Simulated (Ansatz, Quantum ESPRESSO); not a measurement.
# Mode couplings of Zr (P6_3/mmc) in a second program

Aim: mode couplings and λ of Zr (P6_3/mmc) by double-delta sums in Quantum ESPRESSO. The first relaxation steps of the session are not shown, so no cell shown is the starting entry, unless a step says so.

Calculated with Ansatz 0.2.0 and Quantum ESPRESSO 7.5; DFT PBE, scalar-relativistic, plane waves, PAW, in the first sound run; inputs show where later runs differ.

**1. The cell after earlier relaxation steps**

It takes space group P6_3/mmc (No. 194, hexagonal). Conventional cell: a = 3.235 Å, b = 3.235 Å, c = 5.166 Å, α = 90.00°, β = 90.00°, γ = 120.00°. Zr has 12 Zr at 3.19 to 3.23 Å nearest.

Structure file:

```cif
data_structure
_symmetry_space_group_name_H-M 'P 1'
_symmetry_Int_Tables_number 1
_cell_length_a 3.2348
_cell_length_b 3.2348
_cell_length_c 5.1661
_cell_angle_alpha 90.000
_cell_angle_beta 90.000
_cell_angle_gamma 120.000
_cell_volume 46.82
loop_
_atom_site_label
_atom_site_type_symbol
_atom_site_fract_x
_atom_site_fract_y
_atom_site_fract_z
_atom_site_occupancy
Zr1 Zr 0.33333 0.66667 0.25000 1
Zr2 Zr 0.66667 0.33333 0.75000 1
```

**2. Relaxing tightly for phonons**

Phonons are second derivatives about the minimum, so the remaining forces must be small: the thresholds are tightened. Earlier relaxation steps are not shown.

Contents of input.yaml:

```yaml
crystal:
  lattice:
    - [3.234828593, 0.0, 0.0]
    - [-1.6174142965, 2.8014437385, 0.0]
    - [0.0, 0.0, 5.1660915249]
  atoms:
    - { symbol: Zr, position: [0.3333333333, 0.6666666667, 0.25] }
    - { symbol: Zr, position: [0.6666666667, 0.3333333333, 0.75] }
kpoints:
  mp_grid: { grid: [12, 12, 6] }
hamiltonian:
  xc: pbe
scf:
  occupations: { method: methfessel_paxton, width: 0.2 }
output:
  forces: true
  stress: true
  eigenvalues: true
relax:
  adjacent_minimum: "off"
  f_tol: 0.001
  max_steps: 60
  cell: { stress_tol: 0.01 }
```

Started as:

```console
$ ansatz run input.yaml --threads 4 --pin off --max-ram 8192MiB --backend cpu --events-out ev --progress --plain --runs-dir out
```

Numbers of over 12 decimals in the logs are rounded to 6 here.

Log:

```text
[the first part of the log is left out]
  E_hartree    = 389.424334
  E_xc         = -322.822838
  E_vxc        = -381.188361  (∫ρ·V_xc dr)
  E_paw        = -5908.220463  (= ΣΔE_a)
  E_vpaw       = -161.093784  (= ΣTr[D̂ρ^β])
  E_aug_tail   = 0.000049  (compensation charges beyond the density's cutoff)
  E_ewald      = -2093.750747
  E_smearing   = 0.001734  (= −TS)
  E_closure    = 0.000000  (closes the sum)
  Σ components = -8367.668577   (vs F -8367.668577, Δ=0.00e0)
--- Forces (eV/Å), atoms counted from 1 ---
  atom   1  Zr     0.00000000    -0.00000000     0.00000000
  atom   2  Zr     0.00000000     0.00000000     0.00000000
  max |Σ_I F_I| component: 2.78e-17 eV/Å
--- Stress (GPa, compression-positive) ---
        0.001708       0.000000       0.000000
       -0.000000       0.001708       0.000000
        0.000000       0.000000      -0.001011
  P = ⅓ Tr σ = 0.0008 GPa (0.008 kbar)
--- Band table (eV; the first three rows and the last of 76) ---
  k-point 0: bands = ["-34.9073", "-34.7570", "-13.4281", "-12.5688", "-12.5688", "-12.4413", "-12.4310", "-12.4310", "8.2869", "10.9092", "14.7918", "14.7918", "14.9144", "15.0609", "15.4744", "15.4744"]
  k-point 1: bands = ["-34.8974", "-34.7672", "-13.3660", "-12.5596", "-12.5596", "-12.5119", "-12.4403", "-12.4403", "8.5156", "10.8842", "14.6630", "14.6869", "14.6869", "14.7393", "15.3097", "15.3097"]
  k-point 2: bands = ["-34.8702", "-34.7950", "-13.1937", "-12.7012", "-12.5346", "-12.5346", "-12.4657", "-12.4657", "9.1453", "10.6492", "14.0483", "14.3226", "14.6016", "14.6016", "14.9756", "14.9756"]
  k-point 75: bands = ["-34.7385", "-34.7385", "-13.1984", "-13.1984", "-12.9701", "-12.9701", "-12.5960", "-12.5960", "12.4970", "12.4970", "12.6610", "12.6610", "13.8904", "13.8904", "15.9512", "15.9512"]
--- Relaxed structure (4 steps of the walk, 3 accepted, 1 SCFs on fresh bases) ---
  F+E_penalty+E_count = -8367.66857698 eV   max|allowed force component| = 2.776e-17 eV/Å   (the final SCF, on the basis selected at the relaxed cell)
  cell:  # Å, volume = 46.7909 Å³
    - [3.234584, 0.0, 0.0]
    - [-1.617292, 2.801232, 0.0]
    - [0.0, 0.0, 5.164086]
  atoms:
    - { symbol: Zr, position: [0.333333, 0.666667, 0.250000] }
    - { symbol: Zr, position: [0.666667, 0.333333, 0.750000] }
```

The job ended after 3 s (4 threads of Arm Neoverse V2, shared host; peak memory 0.37 GiB).

Little changed from the start: no atom moved by 0.005 Å and no cell edge by 0.1 %.

Numbers from this step:

* pressure: 8.02e-4 GPa
* volume per atom: 23.40 Å³
* metallic on mesh: yes
* gap on the k-mesh: 0 eV

The largest force is now zero by symmetry and the largest stress component 0.0017 GPa.

**3. Ground state with pw.x**

ph.x needs a tightly converged ground state on the same k mesh; the cell is that of the step before.

This step: DFT PBE, scalar-relativistic, plane waves, GBRV ultrasoft pseudopotentials (Quantum ESPRESSO 7.5).

Contents of pw.in:

```
 &control
    calculation='scf',
    prefix='x',
    outdir='./tmp',
    pseudo_dir='./pseudo',
    tprnfor=.true.,
    tstress=.true.,
 /
 &system
    ibrav=4,
    celldm(1)=6.11247784,
    celldm(3)=1.59652259,
    nat=2,
    ntyp=1,
    ecutwfc=45.0,
    ecutrho=360.0,
    occupations='smearing',
    smearing='fd',
    degauss=0.00734986,
    nbnd=22,
 /
 &electrons
    conv_thr=1.0d-11,
    mixing_beta=0.5,
 /
ATOMIC_SPECIES
 Zr     91.2240  Zr.upf
ATOMIC_POSITIONS crystal
 Zr     0.333333333   0.666666667   0.250000000
 Zr     0.666666667   0.333333333   0.750000000
K_POINTS automatic
 12 12 6 0 0 0
```

Started as:

```console
$ OMP_NUM_THREADS=1 mpirun -n 4 pw.x -nk 4 -in pw.in > pw.x.log
```

Log:

```text
Program PWSCF v.7.5

     This program is part of the open-source Quantum ESPRESSO suite
     for quantum simulation of materials; please cite
         "P. Giannozzi et al., J. Phys.:Condens. Matter 21 395502 (2009);
         "P. Giannozzi et al., J. Phys.:Condens. Matter 29 465901 (2017);
         "P. Giannozzi et al., J. Chem. Phys. 152 154105 (2020);
     in publications or presentations arising from this work. More details at

     G-vector sticks info
     --------------------
     sticks:   dense  smooth     PW     G-vecs:    dense   smooth      PW
     Sum         925     463    151                36443    12899    2225

     Using Slab Decomposition

     bravais-lattice index     =            4
     lattice parameter (alat)  =       6.1125  a.u.
     unit-cell volume          =     315.7603 (a.u.)^3
     number of atoms/cell      =            2
     number of atomic types    =            1
     number of electrons       =        24.00
     number of Kohn-Sham states=           22
     kinetic-energy cutoff     =      45.0000  Ry
     charge density cutoff     =     360.0000  Ry
     scf convergence threshold =      1.0E-11
     mixing beta               =       0.5000
     number of iterations used =            8  plain     mixing
     Exchange-correlation= SLA  PW   PBE  PBE
                           (   1   4   3   4   0   0   0)

     celldm(1)=   6.112478  celldm(2)=   0.000000  celldm(3)=   1.596523
     celldm(4)=   0.000000  celldm(5)=   0.000000  celldm(6)=   0.000000

     crystal axes: (cart. coord. in units of alat)
               a(1) = (   1.000000   0.000000   0.000000 )
               a(2) = (  -0.500000   0.866025   0.000000 )
               a(3) = (   0.000000   0.000000   1.596523 )

     reciprocal axes: (cart. coord. in units 2 pi/alat)
               b(1) = (  1.000000  0.577350 -0.000000 )
               b(2) = (  0.000000  1.154701  0.000000 )
               b(3) = (  0.000000 -0.000000  0.626361 )

     PseudoPot. # 1 for Zr read from file:
     ./pseudo/Zr.upf
     Pseudo is Ultrasoft + core correction, Zval = 12.0
     Using radial grid of  887 points,  6 beta functions with:
                l(1) =   0
                l(2) =   0
                l(3) =   1
                l(4) =   1
                l(5) =   2
                l(6) =   2
     Q(r) pseudized with  6 coefficients,  rinner =    1.200   1.200   1.200
                                                       1.200   1.200

     atomic species   valence    mass     pseudopotential
     Zr               12.00    91.22400     Zr( 1.00)

     24 Sym. Ops., with inversion, found (12 have fractional translation)

   Cartesian axes

     site n.     atom                  positions (alat units)
         1        Zr     tau(   1) = (  -0.0000000   0.5773503   0.3991306  )
         2        Zr     tau(   2) = (   0.5000000   0.2886751   1.1973919  )

     number of k points=    76  Fermi-Dirac smearing, width (Ry)=  0.0073
                       cart. coord. in units 2pi/alat
        k(    1) = (   0.0000000   0.0000000   0.0000000), wk =   0.0023148
        k(    2) = (   0.0000000   0.0000000   0.1043936), wk =   0.0046296
        k(    3) = (   0.0000000   0.0000000   0.2087871), wk =   0.0046296
        k(    4) = (   0.0000000   0.0000000  -0.3131807), wk =   0.0023148
        k(    5) = (   0.0000000   0.0962250   0.0000000), wk =   0.0138889
        k(    6) = (   0.0000000   0.0962250   0.1043936), wk =   0.0277778
        k(    7) = (   0.0000000   0.0962250   0.2087871), wk =   0.0277778
        k(    8) = (   0.0000000   0.0962250  -0.3131807), wk =   0.0138889
        k(    9) = (   0.0000000   0.1924501   0.0000000), wk =   0.0138889
        k(   10) = (   0.0000000   0.1924501   0.1043936), wk =   0.0277778
        k(   11) = (   0.0000000   0.1924501   0.2087871), wk =   0.0277778
        k(   12) = (   0.0000000   0.1924501  -0.3131807), wk =   0.0138889
        k(   13) = (   0.0000000   0.2886751   0.0000000), wk =   0.0138889
        k(   14) = (   0.0000000   0.2886751   0.1043936), wk =   0.0277778
        k(   15) = (   0.0000000   0.2886751   0.2087871), wk =   0.0277778
        k(   16) = (   0.0000000   0.2886751  -0.3131807), wk =   0.0138889
[...]
k(   69) = (   0.2500000   0.5292377   0.0000000), wk =   0.0277778
        k(   70) = (   0.2500000   0.5292377   0.1043936), wk =   0.0555556
        k(   71) = (   0.2500000   0.5292377   0.2087871), wk =   0.0555556
        k(   72) = (   0.2500000   0.5292377  -0.3131807), wk =   0.0277778
        k(   73) = (   0.3333333   0.5773503   0.0000000), wk =   0.0046296
        k(   74) = (   0.3333333   0.5773503   0.1043936), wk =   0.0092593
        k(   75) = (   0.3333333   0.5773503   0.2087871), wk =   0.0092593
        k(   76) = (   0.3333333   0.5773503  -0.3131807), wk =   0.0046296

     Dense  grid:    36443 G-vectors     FFT dimensions: (  40,  40,  60)

     Smooth grid:    12899 G-vectors     FFT dimensions: (  27,  27,  48)

     Initial potential from superposition of free atoms

     starting charge      23.9957, renormalised to      24.0000

     negative rho (up, down):  1.211E-01 0.000E+00
     Starting wfcs are   26 randomized atomic wfcs

     per-process dynamical memory:    33.9 Mb

     Self-consistent Calculation

     iteration #  1     ecut=    45.00 Ry     beta= 0.50
     Davidson diagonalization with overlap
     ethr =  1.00E-02,  avg # of iterations =  3.7

     Threshold (ethr) on eigenvalues was too large:
     Diagonalizing with lowered threshold

     Davidson diagonalization with overlap
     ethr =  1.42E-04,  avg # of iterations =  3.0

     negative rho (up, down):  1.221E-01 0.000E+00

     total energy              =    -198.30478109 Ry
     estimated scf accuracy    <       0.03685252 Ry

     iteration #  2     ecut=    45.00 Ry     beta= 0.50
     Davidson diagonalization with overlap
     ethr =  1.54E-04,  avg # of iterations =  2.2

     negative rho (up, down):  1.234E-01 0.000E+00

     total energy              =    -198.30809319 Ry
     estimated scf accuracy    <       0.00267390 Ry

     iteration #  3     ecut=    45.00 Ry     beta= 0.50
     Davidson diagonalization with overlap
     ethr =  1.11E-05,  avg # of iterations =  3.2

     negative rho (up, down):  1.240E-01 0.000E+00

     total energy              =    -198.30833309 Ry
     estimated scf accuracy    <       0.00020152 Ry

     iteration #  4     ecut=    45.00 Ry     beta= 0.50
     Davidson diagonalization with overlap
     ethr =  8.40E-07,  avg # of iterations =  1.8

[...]
k = 0.0000 0.0000 0.1044 (  1623 PWs)   bands (ev):

   -34.7569 -34.6269 -13.2193 -12.4219 -12.4219 -12.3664 -12.3028 -12.3028
     8.6653  11.0365  14.8142  14.8396  14.8396  14.8968  15.4620  15.4620
    16.5573  16.5573  18.5475  18.5475  23.9121  24.1463

          k = 0.0000 0.0000 0.2088 (  1623 PWs)   bands (ev):

   -34.7297 -34.6547 -13.0473 -12.5554 -12.3969 -12.3969 -12.3281 -12.3281
     9.2947  10.7996  14.2022  14.4797  14.7547  14.7547  15.1284  15.1284
    17.2678  17.2678  18.4719  18.4719  23.9770  25.3429

          k = 0.0000 0.0000-0.3132 (  1640 PWs)   bands (ev):

   -34.6924 -34.6924 -12.8056 -12.8056 -12.3626 -12.3626 -12.3626 -12.3626
    10.1319  10.1319  14.1149  14.1149  14.8540  14.8540  14.8540  14.8540
    18.0054  18.0054  18.0054  18.0054  24.4080  24.4080

          k = 0.0000 0.0962 0.0000 (  1631 PWs)   bands (ev):

   -34.7590 -34.6135 -13.2605 -12.4773 -12.4462 -12.3415 -12.3047 -12.2996
     8.6303  11.2388  14.4995  14.8306  15.1233  15.3893  15.4873  15.7946
    16.0203  16.0584  18.6153  19.0760  23.1871  25.0378

          k = 0.0000 0.0962 0.1044 (  1629 PWs)   bands (ev):

   -34.7494 -34.6234 -13.2020 -12.4666 -12.4365 -12.4026 -12.3206 -12.3095
     8.8529  11.2192  14.3993  14.5045  14.9906  15.0178  15.4638  15.6103
    16.4460  16.4677  18.6382  18.9424  23.9384  24.6125

          k = 0.0000 0.0962 0.2088 (  1617 PWs)   bands (ev):

   -34.7231 -34.6503 -13.0399 -12.5785 -12.4359 -12.4099 -12.3528 -12.3366
     9.4689  10.9822  13.8845  14.4215  14.5793  14.8923  15.1729  15.2727
    17.1913  17.2390  18.4923  18.6330  24.4272  25.4079

          k = 0.0000 0.0962-0.3132 (  1614 PWs)   bands (ev):

   -34.6868 -34.6868 -12.8127 -12.8127 -12.3947 -12.3947 -12.3733 -12.3733
    10.3004  10.3004  13.9343  13.9343  14.8102  14.8102  14.9940  14.9940
    17.9642  17.9642  18.0388  18.0388  24.7849  24.7849

          k = 0.0000 0.1925 0.0000 (  1621 PWs)   bands (ev):

[...]
15.9109  16.2837  18.8652  20.2643  23.1224  26.1581

          k = 0.0000 0.1925 0.1044 (  1626 PWs)   bands (ev):

[...]
16.3902  16.4769  18.8169  19.8032  23.8367  25.7712

          k = 0.0000 0.1925 0.2088 (  1615 PWs)   bands (ev):

[...]
17.0926  17.2552  18.5226  19.0420  24.9347  25.5407

          k = 0.0000 0.1925-0.3132 (  1612 PWs)   bands (ev):

[...]
17.8900  17.8900  18.1651  18.1651  25.5261  25.5261

          k = 0.0000 0.2887 0.0000 (  1615 PWs)   bands (ev):

[...]
16.5804  17.0417  19.0918  21.5838  22.8435  25.8503

          k = 0.0000 0.2887 0.1044 (  1614 PWs)   bands (ev):

[...]
16.8311  16.9596  18.9699  20.6844  23.5492  25.9742

          k = 0.0000 0.2887 0.2088 (  1612 PWs)   bands (ev):

[...]
17.2946  17.4357  18.5633  19.4954  24.3460  26.5382

          k = 0.0000 0.2887-0.3132 (  1618 PWs)   bands (ev):

[...]
17.9357  17.9357  18.3643  18.3643  25.6052  25.6052

          k = 0.0000 0.3849 0.0000 (  1603 PWs)   bands (ev):

[...]
k = 0.0000 0.3849 0.1044 (  1617 PWs)   bands (ev):

[...]
k = 0.0000 0.3849 0.2088 (  1609 PWs)   bands (ev):

[...]
k = 0.0000 0.3849-0.3132 (  1600 PWs)   bands (ev):

[...]
k = 0.0000 0.4811 0.0000 (  1604 PWs)   bands (ev):

[...]
k = 0.0000 0.4811-0.3132 (  1604 PWs)   bands (ev):

[...]
k = 0.0000-0.5774 0.0000 (  1602 PWs)   bands (ev):

[...]
k = 0.0000-0.5774 0.1044 (  1592 PWs)   bands (ev):

[...]
k = 0.0000-0.5774 0.2088 (  1602 PWs)   bands (ev):

[...]
k = 0.0000-0.5774-0.3132 (  1604 PWs)   bands (ev):

[...]
k = 0.0833 0.1443-0.3132 (  1608 PWs)   bands (ev):

[...]
k = 0.0833 0.2406-0.3132 (  1614 PWs)   bands (ev):

[...]
k = 0.0833 0.3368-0.3132 (  1618 PWs)   bands (ev):

[...]
k = 0.0833 0.4330-0.3132 (  1608 PWs)   bands (ev):

[...]
k = 0.0833 0.5292-0.3132 (  1602 PWs)   bands (ev):

[...]
k = 0.1667 0.2887-0.3132 (  1614 PWs)   bands (ev):

[...]
k = 0.1667 0.3849-0.3132 (  1606 PWs)   bands (ev):

[...]
k = 0.1667 0.4811-0.3132 (  1604 PWs)   bands (ev):

[...]
k = 0.1667 0.5774-0.3132 (  1606 PWs)   bands (ev):

[...]
k = 0.2500 0.4330 0.1044 (  1605 PWs)   bands (ev):

[...]
k = 0.2500 0.4330 0.2088 (  1600 PWs)   bands (ev):

[...]
k = 0.2500 0.4330-0.3132 (  1596 PWs)   bands (ev):

[...]
k = 0.2500 0.5292 0.0000 (  1614 PWs)   bands (ev):

[...]
k = 0.2500 0.5292 0.1044 (  1608 PWs)   bands (ev):

[...]
k = 0.2500 0.5292 0.2088 (  1605 PWs)   bands (ev):

[...]
k = 0.2500 0.5292-0.3132 (  1604 PWs)   bands (ev):

[...]
18.6303  18.6303  21.3097  21.3097  23.6958  23.6958

          k = 0.3333 0.5774 0.0000 (  1626 PWs)   bands (ev):

   -34.5983 -34.5983 -12.9854 -12.8361 -12.8361 -12.6866 -12.6866 -12.6725
    12.0062  12.7297  12.7297  12.9509  14.3414  14.3414  15.8641  18.3552
    18.3552  18.7443  20.4389  20.4389  21.3096  25.6895

          k = 0.3333 0.5774 0.1044 (  1602 PWs)   bands (ev):

   -34.5983 -34.5983 -12.9651 -12.9238 -12.9238 -12.6942 -12.5957 -12.5957
    12.1409  12.7156  12.7156  12.9652  14.2468  14.2468  15.8273  18.0120
    18.4322  18.4322  20.6606  20.6606  22.0608  25.4880

          k = 0.3333 0.5774 0.2088 (  1608 PWs)   bands (ev):

   -34.5982 -34.5982 -13.0205 -13.0205 -12.9092 -12.7528 -12.4928 -12.4928
    12.4775  12.6775  12.6775  12.9612  14.0973  14.0973  15.8193  16.8879
    18.4740  18.4740  21.3841  21.3841  23.2556  24.3164

          k = 0.3333 0.5774-0.3132 (  1596 PWs)   bands (ev):

   -34.5982 -34.5982 -13.0567 -13.0567 -12.8316 -12.8316 -12.4534 -12.4534
    12.6532  12.6532  12.8139  12.8139  14.0394  14.0394  16.1047  16.1047
    18.4562  18.4562  22.0683  22.0683  23.5361  23.5361

     the Fermi energy is    14.0520 ev

!    total energy              =    -198.30834533 Ry
     estimated scf accuracy    <          6.6E-13 Ry
     smearing contrib. (-TS)   =      -0.00525650 Ry
     internal energy E=F+TS    =    -198.30308884 Ry

     The total energy is F=E-TS. E is the sum of the following terms:
     one-electron contribution =     -36.18045425 Ry
     hartree contribution      =      27.29977989 Ry
     xc contribution           =     -35.53457312 Ry
     ewald contribution        =    -153.88784136 Ry

     convergence has been achieved in   9 iterations

     negative rho (up, down):  1.239E-01 0.000E+00

     Forces acting on atoms (cartesian axes, Ry/au):

     atom    1 type  1   force =     0.00000000    0.00000000    0.00000000
     atom    2 type  1   force =     0.00000000    0.00000000    0.00000000

     Total force =     0.000000     Total SCF correction =     0.000000

     Computing stress (Cartesian axis) and pressure

     negative rho (up, down):  1.239E-01 0.000E+00
          total   stress  (Ry/bohr**3)                   (kbar)     P=        0.49
  -0.00000311  -0.00000000  -0.00000000           -0.46       -0.00       -0.00
  -0.00000000  -0.00000311  -0.00000000           -0.00       -0.46       -0.00
  -0.00000000  -0.00000000   0.00001621           -0.00       -0.00        2.39

     Writing all to output data dir ./tmp/x.save/ :
     XML data file, charge density, pseudopotentials, collected wavefunctions

   JOB DONE.
```

Elapsed: 11 s, on 4 MPI ranks.

This step gave:

```
pressure : 0.04900 GPa
```

With these potentials, mesh and smearing the cell is at 0.049 GPa.

[end of part 1 of 3]

[Logs are printed without paths, hosts, clocks, repeated set-up lines and the standing remarks that a program may print on its own settings, such as how far it seeks lower states.]

[Hosts, paths, dates, database ids (printed as entryN), source tags and the programs' standing remarks are cut or masked in the printed files.]
